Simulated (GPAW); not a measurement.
## Screening of a field by 1T-SiSSe monolayer

Aim: the dipole that a field along the normal induces in 1T-SiSSe monolayer.

Main program and level: GPAW 26.7.0; GPAW, PAW setups; layer in a repeated cell with vacuum, relaxation of atoms and in-plane cell, in the first sound run; inputs show where later runs differ.

**1. Set-up**

The cell holds 3 atoms: 1 Se, 1 Si and 1 S. Cell: a = 3.405 Å, b = 3.405 Å, c = 17.924 Å, α = 90.0°, β = 90.0°, γ = 120.0°. Vacuum lies along c.

As a file:

```cif
data_structure
_symmetry_space_group_name_H-M 'P 1'
_symmetry_Int_Tables_number 1
_cell_length_a 3.4050
_cell_length_b 3.4050
_cell_length_c 17.9236
_cell_angle_alpha 90.000
_cell_angle_beta 90.000
_cell_angle_gamma 120.000
_cell_volume 179.97
loop_
_atom_site_label
_atom_site_type_symbol
_atom_site_fract_x
_atom_site_fract_y
_atom_site_fract_z
_atom_site_occupancy
Se1 Se 0.66667 0.33333 0.44634 1
Si2 Si 0.00000 0.00000 0.50376 1
S3 S 0.33333 0.66667 0.55366 1
```

**2. Relaxing the atoms**

The atoms are relaxed first, since the surface dipole, and with it the work function, follows the positions of the outer layers.

File run.py:

```python
import json
import numpy as np
from ase import Atoms
from ase.filters import FrechetCellFilter
from ase.optimize import BFGS
from gpaw import GPAW, PW

slab = Atoms(
    ['Se', 'Si', 'S'],
    positions=[
        [1.70250, 0.98294, 8.00000],
        [0.00000, 0.00000, 9.02922],
        [-0.00000, 1.96588, 9.92364]],
    cell=[[3.405, 0.0, 0.0], [-1.7025, 2.94882, 0.0], [0.0, 0.0, 17.9236]],
    pbc=[True, True, True])

slab.calc = GPAW(mode=PW(600), xc='PBE', kpts={'size': (9, 9, 1), 'gamma': True},
                 occupations={'name': 'fermi-dirac', 'width': 0.05}, nbands='200%',
                 convergence={'density': 1e-05}, maxiter=200,
                 symmetry={'tolerance': 1e-3}, txt='slab.txt')
result = {}
# The in-plane cell is free; stress needs a cell that repeats along all three vectors
path = []
opt = BFGS(FrechetCellFilter(slab, mask=[1, 1, 0, 0, 0, 1]), maxstep=0.2)
opt.attach(lambda: path.append((slab.get_potential_energy(), slab.positions.tolist(), slab.get_forces().tolist())))
result['relaxed'] = bool(opt.run(fmax=0.02, steps=45))
result['path'] = path
result['cell'] = slab.cell.tolist()
print('in-plane lattice', slab.cell.cellpar().round(4)[[0, 1, 5]])
energy = slab.get_potential_energy()
fermi = slab.calc.get_fermi_level()
v = slab.calc.get_electrostatic_potential().mean((0, 1)) - fermi
n = slab.calc.get_pseudo_density().mean((0, 1))
L = slab.cell[2, 2]
z = np.arange(len(v)) * L / len(v)
low, high = slab.positions[:, 2].min(), slab.positions[:, 2].max()
below, above = np.interp([low - 5.8, high + 5.8], z, v)
slopes = [np.interp(x, z, np.gradient(v, z)) for x in (low - 5.8, high + 5.8)]
eps = np.array([[slab.calc.get_eigenvalues(k, s) for k in range(len(slab.calc.get_ibz_k_points()))]
                for s in range(slab.calc.get_number_of_spins())]) - fermi
top, bottom = eps[eps < 0].max(), eps[eps > 0].min()
dipole = slab.get_dipole_moment()[2]
print(f'energy {energy:.4f} eV, Fermi level {fermi:.4f} eV, dipole {dipole:.5f} e A')
print(f'potential 5.8 A off the faces, from the Fermi level: lower {below:.4f} eV, upper {above:.4f} eV')
print(f'slope of the potential there: lower {slopes[0]:.5f}, upper {slopes[1]:.5f} eV/A')
print(f'nearest levels on the mesh: {top:.4f} and {bottom:.4f} eV')
print('magnetic moment', round(slab.get_magnetic_moment(), 3))
result.update(energy=energy, fermi=fermi, dipole=dipole, below=below, above=above, slopes=slopes, edges=[top, bottom],
              z=z.tolist(), v=v.tolist(), n=n.tolist(), positions=slab.positions.tolist(),
              forces=slab.get_forces(apply_constraint=False).tolist(), moments=slab.get_magnetic_moments().tolist())
json.dump(result, open('result.json', 'w'))
```

The run is started by

```
$ OMP_NUM_THREADS=1 OPENBLAS_NUM_THREADS=1 python run.py
```

Output:

```text
Step          Energy          fmax
BFGS:    0      -11.632785        6.494806
BFGS:    1      -12.853180        4.198452
BFGS:    2      -13.834727        1.800983
BFGS:    3      -13.982863        0.919539
BFGS:    4      -14.044921        1.030882
BFGS:    5      -14.103786        0.953542
BFGS:    6      -14.165616        0.605215
BFGS:    7      -14.203768        0.483515
BFGS:    8      -14.212891        0.236756
BFGS:    9      -14.213981        0.091304
BFGS:   10      -14.214257        0.008795
in-plane lattice [  3.4096   3.4096 120.    ]
energy -14.2142 eV, Fermi level -1.6592 eV, dipole -0.02566 e A
potential 5.8 A off the faces, from the Fermi level: lower 5.4124 eV, upper 5.5042 eV
slope of the potential there: lower -0.02579, upper -0.02577 eV/A
nearest levels on the mesh: -0.3859 and 0.3779 eV
magnetic moment 0.0
```

It took 2.3 min on 1 thread of AMD EPYC 9B14 (Zen 4), shared host; peak memory 0.3 GiB.

Numbers from this step:

| Quantity | Value |
| --- | --- |
| dipole along the normal | -0.02566 e·Å |
| levels nearest the Fermi level on the mesh | -0.3859, 0.3779 eV from the Fermi level |

Table of electrostatic potential energy of an electron (without an applied field's), less the Fermi level, planar mean by z:

z (Å), electrostatic potential energy of an electron (without an applied field's), less the Fermi level, planar mean (eV) and a bar from the least value:
```
      0.0        5.5 ##############################
      0.5        5.4 ##############################
      1.0        5.4 ##############################
      1.5        5.4 ##############################
      2.0        5.4 ##############################
      2.5        5.4 ##############################
      3.0        5.4 ##############################
      3.5        5.4 ##############################
      4.0        5.4 ##############################
      4.5        5.3 ##############################
      5.0        5.3 ##############################
      5.5        5.2 ##############################
      6.0        4.8 #############################
      6.5        3.2 ###########################
      7.0       -3.4 ###################
      7.5      -18.3 
      8.0       -9.8 ###########
      8.5       -6.4 ###############
      9.0      -12.7 #######
      9.5       -7.8 #############
     10.0      -10.5 ##########
     10.5      -13.8 ######
     11.0       -0.1 #######################
     11.5        4.4 #############################
     12.0        5.4 ##############################
     12.5        5.5 ##############################
     13.0        5.6 ##############################
     13.5        5.6 ##############################
     14.0        5.6 ##############################
     14.5        5.5 ##############################
     15.0        5.5 ##############################
     15.5        5.5 ##############################
     16.0        5.5 ##############################
     16.5        5.5 ##############################
     17.0        5.5 ##############################
     17.5        5.5 ##############################
```

The pseudo valence density, planar mean oscillates, so the rows of the table below give means over windows of 0.5 Å about each position, cut where the curve ends. Its maxima inside the range that stand out by 2 % of the span (Å: e/Å³): 7.17: 0.362, 8.02: 0.455, 9.90: 0.460, 10.58: 0.367. Its minima: 7.51: 0.214, 9.05: 0.218, 10.41: 0.348.

Table of pseudo valence density, planar mean by z; means over each step:

| z (Å) | pseudo valence density, planar mean (e/Å³) |
| --- | --- |
| 3.5 | 1.5e-5 |
| 4.0 | 6.5e-5 |
| 4.5 | 2.9e-4 |
| 5.0 | 0.00130 |
| 5.5 | 0.00586 |
| 6.0 | 0.0265 |
| 6.5 | 0.109 |
| 7.0 | 0.290 |
| 7.5 | 0.276 |
| 8.0 | 0.409 |
| 8.5 | 0.339 |
| 9.0 | 0.239 |
| 9.5 | 0.346 |
| 10.0 | 0.438 |
| 10.5 | 0.361 |
| 11.0 | 0.243 |
| 11.5 | 0.0735 |
| 12.0 | 0.0161 |
| 12.5 | 0.00336 |
| 13.0 | 7.2e-4 |
| 13.5 | 1.6e-4 |
| 14.0 | 3.4e-5 |

The relaxation lowered the energy of the cell by 2.58 eV (energies extrapolated to zero smearing; the optimiser's log prints free energies). The largest force left on a free atom is 0.0088 eV/Å.

**3. The slab's potential**

The work function is the vacuum plateau of the electrostatic potential less the Fermi level; a dipole layer lets the two faces have plateaus of their own.

This step: GPAW, PAW setups; slab in vacuum (GPAW 26.7.0).

The cell differs from the one that the last finished run ended in (c 17.924 → 18.762 Å).

run.py: that of step 2 with these lines changed.

```diff
@@ -3,4 +3,2 @@
 from ase import Atoms
-from ase.filters import FrechetCellFilter
-from ase.optimize import BFGS
 from gpaw import GPAW, PW
@@ -10,21 +8,14 @@
     positions=[
-        [1.70250, 0.98294, 8.00000],
-        [0.00000, 0.00000, 9.02922],
-        [-0.00000, 1.96588, 9.92364]],
-    cell=[[3.405, 0.0, 0.0], [-1.7025, 2.94882, 0.0], [0.0, 0.0, 17.9236]],
-    pbc=[True, True, True])
+        [1.70481, 0.98427, 8.00000],
+        [-0.00000, 0.00000, 9.45658],
+        [-0.00000, 1.96854, 10.76174]],
+    cell=[[3.40961, -0.0, 0.0], [-1.70481, 2.95282, 0.0], [0.0, 0.0, 18.7617]],
+    pbc=[True, True, False])
 
-slab.calc = GPAW(mode=PW(600), xc='PBE', kpts={'size': (9, 9, 1), 'gamma': True},
+slab.calc = GPAW(mode=PW(400), xc='PBE', kpts={'size': (9, 9, 1), 'gamma': True},
                  occupations={'name': 'fermi-dirac', 'width': 0.05}, nbands='200%',
                  convergence={'density': 1e-05}, maxiter=200,
+                 poissonsolver={'dipolelayer': 'xy'},
                  symmetry={'tolerance': 1e-3}, txt='slab.txt')
 result = {}
-# The in-plane cell is free; stress needs a cell that repeats along all three vectors
-path = []
-opt = BFGS(FrechetCellFilter(slab, mask=[1, 1, 0, 0, 0, 1]), maxstep=0.2)
-opt.attach(lambda: path.append((slab.get_potential_energy(), slab.positions.tolist(), slab.get_forces().tolist())))
-result['relaxed'] = bool(opt.run(fmax=0.02, steps=45))
-result['path'] = path
-result['cell'] = slab.cell.tolist()
-print('in-plane lattice', slab.cell.cellpar().round(4)[[0, 1, 5]])
 energy = slab.get_potential_energy()
```

Output:

```text
energy -14.1928 eV, Fermi level -1.8317 eV, dipole -0.01873 e A
potential 5.8 A off the faces, from the Fermi level: lower 5.2929 eV, upper 5.6309 eV
slope of the potential there: lower -0.00003, upper 0.00000 eV/A
nearest levels on the mesh: -0.3870 and 0.3790 eV
magnetic moment 0.0
```

Elapsed: 7.6 s, on 1 thread; peak memory 0.18 GiB.

This step gave:

- dipole along the normal: -0.01873 e·Å
- levels nearest the Fermi level on the mesh: -0.3870, 0.3790 eV from the Fermi level
- upper work function: 5.631 eV
- lower work function: 5.293 eV
- upper ionisation energy: 6.018 eV

Electrostatic potential energy of an electron (without an applied field's), less the Fermi level, planar mean against z:

```csv
z (Å),"electrostatic potential energy of an electron (without an applied field's), less the Fermi level, planar mean (eV)"
0.0,5.46
0.5,5.29
1.0,5.29
1.5,5.29
2.0,5.29
2.5,5.29
3.0,5.29
3.5,5.29
4.0,5.29
4.5,5.29
5.0,5.29
5.5,5.26
6.0,5.16
6.5,4.70
7.0,2.66
7.5,-5.48
8.0,-18.9
8.5,-8.17
9.0,-7.36
9.5,-12.7
10.0,-7.05
10.5,-12.4
11.0,-11.3
11.5,1.08
12.0,4.67
12.5,5.43
13.0,5.59
13.5,5.62
14.0,5.63
14.5,5.63
15.0,5.63
15.5,5.63
16.0,5.63
16.5,5.63
17.0,5.63
17.5,5.63
18.0,5.63
18.5,5.58
```

The pseudo valence density, planar mean oscillates, so the rows of the table below give means over windows of 1 Å about each position, cut where the curve ends. Its maxima inside the range that stand out by 2 % of the span (Å: e/Å³): 7.5: 0.344, 8.5: 0.445, 10.4: 0.462, 11.0: 0.369. Its minima: 7.9: 0.218, 9.4: 0.220, 10.8: 0.348.

Pseudo valence density, planar mean against z; means over each step:

z (Å), pseudo valence density, planar mean (e/Å³) and a bar:
```
        4      0.000 
        5      0.000 
        6      0.010 #
        7      0.148 ############
        8      0.327 ###########################
        9      0.321 ###########################
       10      0.360 ##############################
       11      0.344 #############################
       12      0.074 ######
       13      0.003 
       14      0.000 
       15      0.000
```

The layer is gapped, so the Fermi level lies somewhere inside the gap, set by smearing and numerics, and these work functions are no property of the material; the band edges below the vacuum level are. The potential is flat to 3.3e-5 eV/Å where it is read, so the vacuum is wide enough.

**4. Field on**

A uniform field along the normal polarises the slab; the atoms stay fixed, so this is the electronic response alone.

run.py: that of step 3 with these lines changed.

```diff
@@ -4,2 +4,3 @@
 from gpaw import GPAW, PW
+from gpaw.external import ConstantElectricField
 
@@ -18,2 +19,3 @@
                  poissonsolver={'dipolelayer': 'xy'},
+                 external=ConstantElectricField(-0.2, [0, 0, 1]),
                  symmetry={'tolerance': 1e-3}, txt='slab.txt')
```

Output:

```text
energy -14.2019 eV, Fermi level -1.8178 eV, dipole -0.07258 e A
potential 5.8 A off the faces, from the Fermi level: lower 4.7922 eV, upper 6.0973 eV
slope of the potential there: lower -0.00010, upper -0.00006 eV/A
nearest levels on the mesh: -0.3823 and 0.3738 eV
magnetic moment 0.0
```

Wall time 18 s (1 thread); peak memory 0.23 GiB.

Numbers from this step:

| Item | Value |
| --- | --- |
| dipole along the normal | -0.07258 e·Å |
| levels nearest the Fermi level on the mesh | -0.3823, 0.3738 eV from the Fermi level |
| potential below the slab, the applied field's own ramp left out | 4.792 eV from the Fermi level |
| potential above the slab, the applied field's own ramp left out | 6.097 eV from the Fermi level |

Table of electrostatic potential energy of an electron (without an applied field's), less the Fermi level, planar mean by z:

```csv
z (Å),"electrostatic potential energy of an electron (without an applied field's), less the Fermi level, planar mean (eV)"
0.0,5.44
0.5,4.79
1.0,4.79
1.5,4.79
2.0,4.79
2.5,4.79
3.0,4.79
3.5,4.79
4.0,4.79
4.5,4.79
5.0,4.79
5.5,4.77
6.0,4.67
6.5,4.23
7.0,2.23
7.5,-5.84
8.0,-19.2
8.5,-8.34
9.0,-7.43
9.5,-12.7
10.0,-6.94
10.5,-12.2
11.0,-11.0
11.5,1.46
12.0,5.09
12.5,5.88
13.0,6.05
13.5,6.09
14.0,6.09
14.5,6.10
15.0,6.10
15.5,6.10
16.0,6.10
16.5,6.10
17.0,6.10
17.5,6.10
18.0,6.10
18.5,5.90
```

The dipole is now -0.0726 e Å, against -0.019 in the run without a field.

**5. Field on**

run.py: that of step 4 with these lines changed.

```diff
@@ -19,3 +19,3 @@
                  poissonsolver={'dipolelayer': 'xy'},
-                 external=ConstantElectricField(-0.2, [0, 0, 1]),
+                 external=ConstantElectricField(-0.1, [0, 0, 1]),
                  symmetry={'tolerance': 1e-3}, txt='slab.txt')
```

Output:

```text
energy -14.1960 eV, Fermi level -1.8243 eV, dipole -0.04569 e A
potential 5.8 A off the faces, from the Fermi level: lower 5.0419 eV, upper 5.8635 eV
slope of the potential there: lower -0.00006, upper -0.00003 eV/A
nearest levels on the mesh: -0.3847 and 0.3764 eV
magnetic moment 0.0
```

It took 18 s on 1 thread; peak memory 0.23 GiB.

Numbers from this step:

| Item | Value |
| --- | --- |
| dipole along the normal | -0.04569 e·Å |
| levels nearest the Fermi level on the mesh | -0.3847, 0.3764 eV from the Fermi level |
| potential below the slab, the applied field's own ramp left out | 5.042 eV from the Fermi level |
| potential above the slab, the applied field's own ramp left out | 5.864 eV from the Fermi level |

The electrostatic potential energy of an electron (without an applied field's), less the Fermi level, planar mean by z:

```csv
z (Å),"electrostatic potential energy of an electron (without an applied field's), less the Fermi level, planar mean (eV)"
0.0,5.45
0.5,5.04
1.0,5.04
1.5,5.04
2.0,5.04
2.5,5.04
3.0,5.04
3.5,5.04
4.0,5.04
4.5,5.04
5.0,5.04
5.5,5.01
6.0,4.92
6.5,4.47
7.0,2.45
7.5,-5.66
8.0,-19.0
8.5,-8.25
9.0,-7.39
9.5,-12.7
10.0,-7.00
10.5,-12.3
11.0,-11.2
11.5,1.27
12.0,4.88
12.5,5.65
13.0,5.82
13.5,5.85
14.0,5.86
14.5,5.86
15.0,5.86
15.5,5.86
16.0,5.86
16.5,5.86
17.0,5.86
17.5,5.86
18.0,5.86
18.5,5.74
```

The dipole is now -0.0457 e Å, against -0.019 in the run without a field.

**6. In a field**

run.py: that of step 5 with these lines changed.

```diff
@@ -19,3 +19,3 @@
                  poissonsolver={'dipolelayer': 'xy'},
-                 external=ConstantElectricField(-0.1, [0, 0, 1]),
+                 external=ConstantElectricField(-0.05, [0, 0, 1]),
                  symmetry={'tolerance': 1e-3}, txt='slab.txt')
```

Output:

```text
energy -14.1940 eV, Fermi level -1.8279 eV, dipole -0.03225 e A
potential 5.8 A off the faces, from the Fermi level: lower 5.1672 eV, upper 5.7471 eV
slope of the potential there: lower -0.00005, upper -0.00001 eV/A
nearest levels on the mesh: -0.3858 and 0.3777 eV
magnetic moment 0.0
```

Elapsed: 18 s, on 1 thread; peak memory 0.23 GiB.

**7. Field on**

run.py: that of step 6 with these lines changed.

```diff
@@ -19,3 +19,3 @@
                  poissonsolver={'dipolelayer': 'xy'},
-                 external=ConstantElectricField(-0.05, [0, 0, 1]),
+                 external=ConstantElectricField(0.05, [0, 0, 1]),
                  symmetry={'tolerance': 1e-3}, txt='slab.txt')
```

Output:

```text
energy -14.1922 eV, Fermi level -1.8357 eV, dipole -0.00535 e A
potential 5.8 A off the faces, from the Fermi level: lower 5.4188 eV, upper 5.5150 eV
slope of the potential there: lower -0.00002, upper 0.00002 eV/A
nearest levels on the mesh: -0.3881 and 0.3803 eV
magnetic moment 0.0
```

Run time: 18 s. Hardware: 1 thread; peak memory 0.23 GiB.

The electrostatic potential energy of an electron (without an applied field's), less the Fermi level, planar mean by z:

z (Å), electrostatic potential energy of an electron (without an applied field's), less the Fermi level, planar mean (eV) and a bar from the least value:
```
      0.0        5.5 ##############################
      0.5        5.4 ##############################
      1.0        5.4 ##############################
      1.5        5.4 ##############################
      2.0        5.4 ##############################
      2.5        5.4 ##############################
      3.0        5.4 ##############################
      3.5        5.4 ##############################
      4.0        5.4 ##############################
      4.5        5.4 ##############################
      5.0        5.4 ##############################
      5.5        5.4 ##############################
      6.0        5.3 ##############################
      6.5        4.8 #############################
      7.0        2.8 ###########################
      7.5       -5.4 #################
      8.0      -18.8 
      8.5       -8.1 #############
      9.0       -7.3 ##############
      9.5      -12.7 ########
     10.0       -7.1 ##############
     10.5      -12.4 ########
     11.0      -11.4 #########
     11.5        1.0 ########################
     12.0        4.6 #############################
     12.5        5.3 ##############################
     13.0        5.5 ##############################
     13.5        5.5 ##############################
     14.0        5.5 ##############################
     14.5        5.5 ##############################
     15.0        5.5 ##############################
     15.5        5.5 ##############################
     16.0        5.5 ##############################
     16.5        5.5 ##############################
     17.0        5.5 ##############################
     17.5        5.5 ##############################
     18.0        5.5 ##############################
     18.5        5.5 ##############################
```

(Continued in part 2 of 2.)

[Logs are printed without paths, hosts, clocks, repeated set-up lines and the standing remarks that a program may print on its own settings, such as how far it seeks lower states.]

[Hosts, paths, dates, database ids (printed as entryN), source tags and the programs' standing remarks are cut or masked in the printed files.]
